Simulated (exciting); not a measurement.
The O K edge of atom 5 in ThSeO, space group P4/nmm, with 4 Th at 2.38 Å (tetrahedral, site symmetry -4m2), was computed at 2 levels: exchange and screened direct term (singlet BSE) and independent particles. Common settings: exciting, all-electron LAPW+lo, LDA, 3×3×2 shifted k points, 63 conduction bands, |G+q| up to 3 bohr⁻¹, full RPA screening with nempty = 95, Lorentzian half width 0.45 eV.

Energy from the Kohn–Sham onset, core level to the lowest empty state found on the meshes used; all runs on one relative scale:

```csv
E (eV),run 1,run 2
-3.5,0.03,0.06
-3.0,0.04,0.08
-2.5,0.04,0.10
-2.0,0.05,0.12
-1.5,0.06,0.17
-1.0,0.08,0.25
-0.5,0.10,0.43
0.0,0.14,0.89
0.5,0.23,2.08
1.0,0.45,2.52
1.5,0.82,2.32
2.0,1.12,1.84
2.5,1.42,1.43
3.0,1.25,1.68
3.5,1.11,1.93
4.0,1.20,2.19
4.5,1.41,2.30
5.0,1.78,1.79
5.5,1.92,1.56
6.0,2.21,1.15
6.5,2.01,0.95
7.0,1.67,0.82
7.5,1.39,0.67
8.0,1.07,0.52
8.5,0.75,0.48
9.0,0.65,0.63
9.5,0.73,0.67
10.0,0.75,0.71
10.5,0.81,0.72
11.0,0.86,0.71
11.5,0.92,0.64
12.0,0.83,0.61
12.5,0.80,0.67
13.0,0.86,0.55
13.5,0.70,0.57
14.0,0.71,0.62
14.5,0.78,0.72
15.0,0.94,0.59
15.5,0.83,0.45
16.0,0.65,0.41
16.5,0.58,0.38
17.0,0.52,0.42
17.5,0.56,0.40
18.0,0.52,0.43
18.5,0.57,0.47
19.0,0.62,0.45
19.5,0.62,0.39
20.0,0.54,0.34
20.5,0.47,0.35
21.0,0.50,0.38
21.5,0.52,0.33
22.0,0.45,0.29
22.5,0.40,0.31
23.0,0.43,0.33
```

Which run is which, and why?

Run 1: independent particles; highest local maximum in the window at 6.2 eV. Run 2: exchange and screened direct term (singlet BSE); highest local maximum in the window at 0.8 eV. The attractive direct term pulls weight down: the curves pass 0.38 at 0.9 and -0.6 eV in the order of the runs. Fine structure above the first lines is partly noise of the 18-point mesh.

[Banner, clock and machine lines of the logs are left out without a mark of their own.]

[Logs are printed without paths, hosts, clocks, repeated set-up lines and the standing remarks that a program may print on its own settings, such as how far it seeks lower states.]

[Hosts, paths, dates, database ids (printed as entryN), source tags and the programs' standing remarks are cut or masked in the printed files.]
